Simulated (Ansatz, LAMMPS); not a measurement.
# Structural relaxation of amorphous 75SiO2-25TiO2 (mol %) (96 atoms), part 3 of 4

How does amorphous 75SiO2-25TiO2 (mol %) (96 atoms) relax, and what do bonds, charges and levels look like afterwards?

Ansatz 0.2.0; Kohn-Sham DFT, PBE, PAW (set soft_2), plane waves.

The cell: 24 Si, 8 Ti and 64 O. The quench rate of 50 K/ps is many orders above laboratory rates. The starting topology of bonds comes from the classical model. Only the Γ point is sampled in the main run, in a cell whose shortest periodic width is 11 Å.

So far. Step 4 (Cell and atoms relaxed): The relaxation changed the energy by -57.9 meV/atom, and atoms moved by 0.37 Å r.m.s., 1.1 Å at most.

### Step 6. Single point at the relaxed geometry

One more single point at the end of the walk gives the fuller output and checks the residual forces.

The input, input.yaml:

```yaml
crystal:
  lattice:
    - [11.46322, 0.12323, -0.05547]
    - [0.12323, 11.04182, 0.55911]
    - [-0.05547, 0.55911, 11.17576]
  atoms:
    - { symbol: Si, position: [0.53349, 0.83335, 0.22004] }
    - { symbol: Si, position: [0.98801, 0.93265, 0.1019] }
    - { symbol: Si, position: [0.30136, 0.93256, 0.29746] }
    - { symbol: Si, position: [0.78201, 0.62064, 0.72087] }
    - { symbol: Si, position: [0.70491, 0.62574, 0.34038] }
    - { symbol: Si, position: [0.06165, 0.89779, 0.37929] }
    - { symbol: Si, position: [0.36393, 0.11543, 0.98097] }
    - { symbol: Si, position: [0.61586, 0.07799, 0.10862] }
    - { symbol: Si, position: [0.01886, 0.49713, 0.11221] }
    - { symbol: Si, position: [0.68821, 0.15178, 0.36291] }
    - { symbol: Si, position: [0.60597, 0.99676, 0.59549] }
    - { symbol: Si, position: [0.23683, 0.88495, 0.0383] }
    - { symbol: Si, position: [0.9393, 0.14458, 0.45749] }
    - { symbol: Si, position: [0.28206, 0.63146, 0.74176] }
    - { symbol: Si, position: [0.03282, 0.42237, 0.39844] }
    - { symbol: Si, position: [0.79551, 0.15352, 0.89925] }
    - { symbol: Si, position: [0.23111, 0.19343, 0.1946] }
    - { symbol: Si, position: [0.24422, 0.61132, 0.01546] }
    - { symbol: Si, position: [0.55246, 0.72886, 0.98625] }
    - { symbol: Si, position: [0.53669, 0.44588, 0.96739] }
    - { symbol: Si, position: [0.3896, 0.41344, 0.16897] }
    - { symbol: Si, position: [0.92006, 0.66599, 0.47965] }
    - { symbol: Si, position: [0.53341, 0.75545, 0.72193] }
    - { symbol: Si, position: [0.87105, 0.01888, 0.69444] }
    - { symbol: Ti, position: [0.70029, 0.37606, 0.19954] }
    - { symbol: Ti, position: [0.6562, 0.36624, 0.72853] }
    - { symbol: Ti, position: [0.28586, 0.41448, 0.54957] }
    - { symbol: Ti, position: [0.35736, 0.11893, 0.69562] }
    - { symbol: Ti, position: [0.55765, 0.41821, 0.43791] }
    - { symbol: Ti, position: [0.95733, 0.23437, 0.10053] }
    - { symbol: Ti, position: [0.13139, 0.89238, 0.63879] }
    - { symbol: Ti, position: [0.84055, 0.69999, 0.99444] }
    - { symbol: O, position: [0.53352, 0.80908, 0.85483] }
    - { symbol: O, position: [0.10958, 0.59924, 0.05656] }
    - { symbol: O, position: [0.64653, 0.54911, 0.45692] }
    - { symbol: O, position: [0.68872, 0.72353, 0.02605] }
    - { symbol: O, position: [0.71164, 0.22096, 0.79135] }
    - { symbol: O, position: [0.09238, 0.18714, 0.21053] }
    - { symbol: O, position: [0.26785, 0.5696, 0.88012] }
    - { symbol: O, position: [0.26432, 0.75612, 0.98875] }
    - { symbol: O, position: [0.36965, 0.17436, 0.84171] }
    - { symbol: O, position: [0.86488, 0.04621, 0.83361] }
    - { symbol: O, position: [0.58215, 0.3427, 0.5886] }
    - { symbol: O, position: [0.41083, 0.68572, 0.70872] }
    - { symbol: O, position: [0.02847, 0.47556, 0.25895] }
    - { symbol: O, position: [0.97871, 0.28472, 0.42457] }
    - { symbol: O, position: [0.03029, 0.02405, 0.44393] }
    - { symbol: O, position: [0.73983, 0.97929, 0.65157] }
    - { symbol: O, position: [0.48685, 0.1142, 0.05494] }
    - { symbol: O, position: [0.82562, 0.11158, 0.3788] }
    - { symbol: O, position: [0.32196, 0.54513, 0.12856] }
    - { symbol: O, position: [0.77689, 0.47296, 0.72381] }
    - { symbol: O, position: [0.67203, 0.29735, 0.3776] }
    - { symbol: O, position: [0.88381, 0.24863, 0.94794] }
    - { symbol: O, position: [0.48197, 0.78592, 0.09585] }
    - { symbol: O, position: [0.25518, 0.52352, 0.65766] }
    - { symbol: O, position: [0.16647, 0.4099, 0.44674] }
    - { symbol: O, position: [0.72996, 0.52431, 0.2475] }
    - { symbol: O, position: [0.85748, 0.67663, 0.60645] }
    - { symbol: O, position: [0.10393, 0.93616, 0.0162] }
    - { symbol: O, position: [0.50784, 0.07841, 0.65971] }
    - { symbol: O, position: [0.20625, 0.888, 0.40624] }
    - { symbol: O, position: [0.40631, 0.46736, 0.46217] }
    - { symbol: O, position: [0.84148, 0.30431, 0.18697] }
    - { symbol: O, position: [0.6085, 0.72702, 0.29372] }
    - { symbol: O, position: [0.54722, 0.86222, 0.61016] }
    - { symbol: O, position: [0.43141, 0.37244, 0.03757] }
    - { symbol: O, position: [0.18662, 0.74707, 0.70439] }
    - { symbol: O, position: [0.04217, 0.37336, 0.05156] }
    - { symbol: O, position: [0.32839, 0.97513, 0.96781] }
    - { symbol: O, position: [0.92868, 0.06433, 0.10303] }
    - { symbol: O, position: [0.6212, 0.94302, 0.17951] }
    - { symbol: O, position: [0.90734, 0.82999, 0.05098] }
    - { symbol: O, position: [0.29543, 0.31694, 0.22899] }
    - { symbol: O, position: [0.31453, 0.25229, 0.60435] }
    - { symbol: O, position: [0.90828, 0.13534, 0.60051] }
    - { symbol: O, position: [0.23523, 0.00187, 0.67101] }
    - { symbol: O, position: [0.64463, 0.66426, 0.71257] }
    [... 12 atom lines left out ...]
    - { symbol: O, position: [0.70706, 0.09164, 0.00089] }
    - { symbol: O, position: [0.5069, 0.41646, 0.25512] }
    - { symbol: O, position: [0.84382, 0.67327, 0.83604] }
    - { symbol: O, position: [0.26173, 0.17802, 0.05358] }
    - { symbol: O, position: [0.2538, 0.87075, 0.18286] }
    - { symbol: O, position: [0.64534, 0.16356, 0.21897] }
kpoints:
  mp_grid: { grid: [1, 1, 1] }
hamiltonian:
  xc: pbe
scf:
  occupations: { method: fermi_dirac, width: 0.025 }
output:
  forces: true
  stress: true
  populations: true
  dos:
    method: { smearing: { sigma: 0.08 } }
    de: 0.05
    projected: { site_lists: { O: [O], Si: [Si], Ti: [Ti] } }
  eigenvalues: true
  write_density: true
  write_potential: true
  volumetric_format: npy
```

On the command line:

```sh
> ansatz run input.yaml --threads 4 --pin off --max-ram 8192MiB --backend cpu --events-out ev --progress --plain --runs-dir out
```

Numbers of over 12 decimals in the logs are rounded to 6 here.

The program printed:

```text
[...]
Crystal: 96 atoms, lattice volume = 1410.775 Å³
Basis set: ecut = 420 eV, 27555 PW (Γ), exchange–correlation on 160×150×150 points (8 copies of the dense FFT grid, shifted against one another)
Bands: 384, of which v1, the nominal top of the filled ones, is band 288 counted from 1 (287 counted from 0)
Symmetry: 1 space group operations
[...]
k-points: 1
[...]
SCF iter   1: F=—  HF=-71678.767094 eV  |F-HF|=—  |Δ(HF+E_count)|=         —  Δρ=3.23e-3  dr2=2.26e-1  ethr=1.77e-3  ⟨swp⟩=5.0  Hψ=1547  notcnv=0  defer=58
[...]
SCF iter  12: F=-71678.753747 eV  HF=-71678.753747 eV  |F-HF|=1.85e-8  |Δ(HF+E_count)|=   4.09e-8  Δρ=1.80e-6  dr2=5.18e-8  ethr=1.74e-11  ⟨swp⟩=19.0  Hψ=3216  notcnv=0
SCF 1 converged in 12 iterations: F = -71678.753747 eV  dr2 = 5.18e-8
[...]
WARN: The input density's exchange-correlation potential varies sharply where the density is thin. Do not read a vacuum level from v_tot or v_xc, or from such a field of the output density. On a cell that repeats whose density bears no net charge and no dipole along the vacuum's axis use v_es (v_loc + v_h of the components); [...]
SCF converged after 12 iterations
Free energy (F): -71678.753747 eV
[...]
Internal energy: -71678.753747 eV  (E = F + TS)
E sigma→0 (E₀):  -71678.753747 eV
Fermi energy:    3.685848 eV
[...]
--- Forces (eV/Å), atoms counted from 1 ---
  atom   1  Si     0.00324076     0.00005369    -0.00378186
  atom   2  Si     0.00245839    -0.00395598    -0.00193996
  atom   3  Si     0.00573564    -0.00084154    -0.00826950
  atom   4  Si     0.00385521    -0.00213954    -0.00128575
  atom   5  Si     0.00407271    -0.00332260    -0.00526952
  atom   6  Si    -0.00759547    -0.01925246    -0.01134855
  atom   7  Si    -0.00040953     0.00054704    -0.01075504
  atom   8  Si     0.00807041     0.00681814    -0.00385941
  atom   9  Si    -0.00368003     0.00235456    -0.00049581
  atom  10  Si    -0.00333870     0.00239628     0.00890984
  atom  11  Si     0.00661194     0.00633462    -0.00219774
  atom  12  Si     0.00098610     0.00863783    -0.01312840
  atom  13  Si    -0.01537564     0.01753134     0.00773813
  atom  14  Si    -0.01171705     0.01711711    -0.00480876
[...]
atom  95  O      0.00251746     0.00225861     0.00936696
  atom  96  O      0.00035420    -0.00008683    -0.00287176
  max |Σ_I F_I| component: 1.44e-4 eV/Å
--- Stress (GPa, compression-positive) ---
       -0.006685      -0.000557       0.007602
       -0.000557       0.000359      -0.003431
        0.007603      -0.003431       0.010851
  P = ⅓ Tr σ = 0.0015 GPa (0.015 kbar)
--- Band table (eV) ---
[...]
--- Löwdin populations: 96 sites ---
  site symbol       q [e]
     0     Si      2.2083
     1     Si      2.2568
     2     Si      2.2318
[...]
95      O      6.7773
  spilling = 0.010385 (of n_electrons = 576.000000)
```

The job ended after 18 s (4 threads of Intel Xeon Platinum 8488C (Sapphire Rapids), shared host; peak memory 1.9 GiB; 65 s of CPU time).

The program notes that the exchange-correlation potential is rough where the density is thin.

Numbers from this run:

| Property | Result |
| --- | --- |
| free energy | -71678.7537 eV |
| free energy per atom | -746.6537 eV/atom |
| SCF cycles | 12 |
| pressure | 0.001509 GPa |
| r.m.s. force component | 0.00689 eV/Å |
| longest force | 0.03015 eV/Å |
| Fermi energy | 3.686 eV |
| gap (highest filled to lowest empty level) | 2.177 eV |
| spilling of the projection | 0.01039 |

Löwdin charges by element and coordination (they lack the spilled electrons, 0.062 e an atom on average):

```csv
element,coordination,atoms,mean charge (e),spread,least,most
O,all,64,-0.743,0.0629,-0.818,-0.563
O,2,61,-0.740,0.0635,-0.805,-0.563
O,3,3,-0.788,0.0219,-0.818,-0.768
Si,all,24,1.76,0.0224,1.72,1.79
Ti,all,8,1.42,0.0201,1.39,1.44
Ti,3,1,1.44,0,1.44,1.44
Ti,4,4,1.42,0.0107,1.41,1.43
Ti,5,2,1.41,0.0256,1.39,1.44
Ti,6,1,1.39,0,1.39,1.39
```

Density of states as counts of states in windows of 1 eV (from the Fermi level), total and the larger projections:

```csv
from (eV),to (eV),total,O p,Ti d,Si p,O s
-18,-17,18.2,0.2,0.9,1.1,15.1
-17,-11,0.0,0.0,0.0,0.0,0.0
-11,-10,8.2,5.4,0.0,0.3,0.3
-10,-9,14.5,9.7,0.1,0.9,0.7
-9,-8,14.4,10.1,0.1,1.5,0.7
-8,-7,25.0,18.8,0.2,4.4,0.4
-7,-6,30.3,22.7,1.5,4.4,0.5
-6,-5,38.3,29.2,2.9,3.7,1.2
-5,-4,69.5,57.8,5.1,3.1,1.5
-4,-3,84.7,75.7,4.3,2.0,1.0
-3,-2,74.0,69.3,2.0,1.0,0.6
-2,-1,24.9,23.8,0.4,0.2,0.2
-1,0,0.2,0.2,0.0,0.0,0.0
0,1,0.0,0.0,0.0,0.0,0.0
1,2,8.5,1.2,6.8,0.1,0.1
2,3,27.2,4.0,21.2,0.5,0.6
3,4,27.1,4.5,17.9,0.6,1.6
4,5,17.2,3.5,9.8,0.8,1.1
```

Between -26 and -18 eV lie 110 more states.

The stored curve holds about 512 of the 576 electrons; the rest, give or take the few that broadening carries across the Fermi level, lie in deeper levels below its range.

The levels nearest the highest filled one (over half full), pooled over k-points and spins:

```csv
level less the highest filled one (eV),occupation
-0.705,2
-0.660,2
-0.570,2
-0.369,2
-0.281,2
0,2
2.18,0
2.45,0
2.54,0
2.93,0
3.11,0
3.16,0
```

Valence density in the ac plane at fractional y = 0.410, with atoms of Si and Ti and O within 0.2 Å of it. It is the smooth field of the valence electrons, not physical close to the nuclei.

Values in e/Å³, 13 rows by 16 columns, each cell a mean:
```
0.2 0.1 0.0 0.0 0.0 0.0 0.3 0.5 0.3 0.4 0.5 0.2 0.0 0.0 0.0 0.1
0.0 0.0 0.0 0.0 0.0 0.0 0.0 0.3 2.6 1.8 0.2 0.0 0.0 0.0 0.0 0.0
0.0 0.0 0.0 0.0 0.0 0.0 0.0 0.3 3.5 2.5 0.7 0.3 0.3 0.1 0.0 0.0
0.0 0.0 0.0 0.0 0.1 0.0 0.0 0.0 0.2 0.7 3.8 1.4 0.9 0.3 0.0 0.0
0.0 0.0 0.0 0.1 0.5 0.2 0.0 0.0 0.1 0.4 0.6 0.2 0.2 0.1 0.0 0.0
0.0 0.0 0.1 1.1 7.0 3.4 0.2 0.1 0.3 0.8 0.3 0.0 0.0 0.0 0.0 0.0
0.2 0.5 2.7 2.0 2.9 1.5 1.1 0.6 2.4 3.0 0.2 0.0 0.0 0.0 0.0 0.1
0.2 0.8 3.6 2.0 0.2 0.2 0.5 0.5 4.5 5.3 0.4 0.1 0.0 0.0 0.0 0.2
0.5 0.3 0.2 0.1 0.0 0.0 0.1 0.4 0.9 0.4 0.1 0.1 0.0 0.0 0.0 0.2
0.8 0.4 0.0 0.0 0.1 0.2 0.3 2.5 4.9 0.7 0.6 1.4 0.3 0.1 0.0 0.2
0.3 0.2 0.0 0.0 0.2 0.3 0.2 0.8 1.0 0.3 1.9 4.9 0.7 0.1 0.1 0.1
1.3 0.7 0.1 0.0 0.1 0.2 0.7 0.7 0.2 0.4 1.7 1.0 0.1 0.1 0.1 0.3
2.4 1.3 0.1 0.0 0.0 0.2 2.0 2.3 0.5 1.2 5.1 1.8 0.1 0.0 0.0 0.3
```
Columns run along a (11.5 Å), rows up along c (11.2 Å). Atoms in or near the plane, at fractional coordinates: Si at (0.03, 0.40), Si at (0.39, 0.17), Ti at (0.29, 0.55), Ti at (0.56, 0.44), O at (0.17, 0.45), O at (0.66, 0.04), O at (0.54, 0.83), O at (0.51, 0.26).

Electrostatic potential energy in the ac plane at fractional y = 0.410, with atoms of Si and Ti and O within 0.2 Å of it. With pseudopotentials it is smooth inside the atoms' cores, unlike the true potential.

Ten even steps from '0' (-40 eV) to '9' (11 eV), each cell a mean:
```
99999999999998750005779999999999
99999999999999863136899999999999
99999999999999986358999999999999
99999999999999982005888999999999
99999999999999993015767899999999
99999999999999998765324688999999
99999999999999999874112577999999
99999999988999999985334789999999
99999988666889999988777899999999
99999874212579999988899999999999
99999873101378998878899999999999
88898664111578886446899999999999
54562015656765762102589999999987
00141016888987862001489999999873
00046579999999874223689999999872
22378999999999987777889999999986
77889999999999853588888889999998
87899999998777610168754578999999
88999999986311421388521147999999
88899999985000267898521147999998
77889999985000378998743468999987
64689999998654688888546889999988
31389999999862257775002899999998
64699999999973243134104899999999
```
Columns run along a (11.5 Å; values clipped at the 3rd and 97th percentile), rows up along c (11.2 Å). Atoms in or near the plane, at fractional coordinates: Si at (0.03, 0.40), Si at (0.39, 0.17), Ti at (0.29, 0.55), Ti at (0.56, 0.44), O at (0.17, 0.45), O at (0.66, 0.04), O at (0.54, 0.83), O at (0.51, 0.26).

Mean Löwdin charges: O -0.74, Si +1.76, Ti +1.42 e (they miss 1.0 % of the electrons, so they add up to more than the cell's charge). The largest share in the top eV of filled states is O p (97 % of the projected weight), and in the lowest eV of empty states Ti d (82 % of the projected weight).

A closer look about O96, which has 3 bonded neighbours where the commonest count for O is 2: 13 atoms, nearest first, numbered in the order of the input, with positions taken from that point.

```csv
atom,x,y,z,distance (Å),bonds,Löwdin charge (e)
O96,0.00,0.00,0.00,0.00,3,-0.78
Si8,-0.34,-1.01,-1.28,1.67,4,1.79
Si10,0.48,-0.04,1.60,1.67,4,1.75
Ti25,0.66,2.34,-0.10,2.43,6,1.39
O53,0.31,1.57,1.85,2.44,3,-0.77
O72,-0.30,-2.46,-0.56,2.54,2,-0.79
O49,-1.81,-0.66,-1.85,2.67,2,-0.79
O50,2.05,-0.46,1.75,2.73,2,-0.78
O91,0.71,-0.91,-2.48,2.74,2,-0.78
O64,2.27,1.56,-0.29,2.77,2,-0.56
O90,-0.38,-1.03,2.57,2.80,2,-0.77
O81,0.17,2.55,-1.85,3.15,2,-0.69
O92,-1.56,2.80,0.55,3.25,3,-0.82
```

The column of bonds counts only the pairs O-Si within 2.08 Å, O-Ti within 2.64 Å; other neighbours, such as metal atoms beside each other in a compound, aren't counted, and periodic images can show an atom twice.

### Step 7. K-mesh 2×2×2

A denser mesh tests the sampling of the Brillouin zone.

input.yaml: that of step 6 with these lines changed.

```diff
@@ -8,3 +8,3 @@
 kpoints:
-  mp_grid: { grid: [1, 1, 1] }
+  mp_grid: { grid: [2, 2, 2] }
 hamiltonian:
@@ -22,4 +22 @@
   eigenvalues: true
-  write_density: true
-  write_potential: true
-  volumetric_format: npy
```

The program printed:

```text
[...]
Crystal: 96 atoms, lattice volume = 1410.775 Å³
Basis set: ecut = 420 eV, 27555 PW (Γ), exchange–correlation on 160×150×150 points (8 copies of the dense FFT grid, shifted against one another)
Bands: 384, of which v1, the nominal top of the filled ones, is band 288 counted from 1 (287 counted from 0)
Symmetry: 1 space group operations
[...]
k-points: 8
[...]
SCF iter   1: F=—  HF=-71678.816050 eV  |F-HF|=—  |Δ(HF+E_count)|=         —  Δρ=3.23e-3  dr2=2.25e-1  ethr=1.77e-3  ⟨swp⟩=5.0  Hψ=12374  notcnv=0  defer=443
[...]
SCF iter  11: F=—  HF=-71678.803335 eV  |F-HF|=—  |Δ(HF+E_count)|=   8.12e-9  Δρ=3.20e-6  dr2=1.51e-7  ethr=2.37e-10  ⟨swp⟩=2.0  Hψ=4528  notcnv=0  defer=736
SCF iter  12: F=-71678.803335 eV  HF=-71678.803335 eV  |F-HF|=1.80e-8  |Δ(HF+E_count)|=   4.06e-8  Δρ=1.79e-6  dr2=5.10e-8  ethr=1.74e-11  ⟨swp⟩=14.6  Hψ=17275  notcnv=0
SCF 1 converged in 12 iterations: F = -71678.803335 eV  dr2 = 5.10e-8
[...]
SCF converged after 12 iterations
Free energy (F): -71678.803335 eV
[...]
Internal energy: -71678.803335 eV  (E = F + TS)
E sigma→0 (E₀):  -71678.803335 eV
Fermi energy:    3.686163 eV
[...]
Σ components = -71678.803335   (vs F -71678.803335, Δ=0.00e0)
--- Forces (eV/Å), atoms counted from 1 ---
  atom   1  Si     0.00167353     0.00087046    -0.00533786
  atom   2  Si     0.00373072    -0.01000360    -0.00510979
  atom   3  Si     0.00348656    -0.00206290    -0.00667786
  atom   4  Si     0.00338799    -0.00547082    -0.00075502
[...]
atom  96  O      0.00193854     0.00457342    -0.00510559
  max |Σ_I F_I| component: 1.42e-4 eV/Å
--- Stress (GPa, compression-positive) ---
       -0.000453      -0.002768       0.007399
       -0.002768       0.001197      -0.006478
        0.007400      -0.006478       0.006565
  P = ⅓ Tr σ = 0.0024 GPa (0.024 kbar)
--- Band table (eV; the first three rows and the last of 8) ---
[...]
--- Löwdin populations: 96 sites ---
  site symbol       q [e]
     0     Si      2.2080
     1     Si      2.2567
     2     Si      2.2318
[...]
95      O      6.7775
  spilling = 0.010385 (of n_electrons = 576.000000)
```

Run time: 2.5 min. Hardware: 4 threads; peak memory 6.3 GiB.

The program notes that it cut back its work space to fit the memory limit.

Geometry and reference: those of the single point at the relaxed geometry.

Forces differ from those of the single point at the relaxed geometry by 3.8 meV/Å r.m.s.; the energy by -0.52 meV/atom. It took 2.5 min and 12 cycles; the reference's time can't be set against it, since the two runs asked for unlike analyses.

(Continued in part 4 of 4.)

[Logs are printed without paths, hosts, clocks, repeated set-up lines and the standing remarks that a program may print on its own settings, such as how far it seeks lower states.]

[Hosts, paths, dates, database ids (printed as entryN), source tags and the programs' standing remarks are cut or masked in the printed files.]
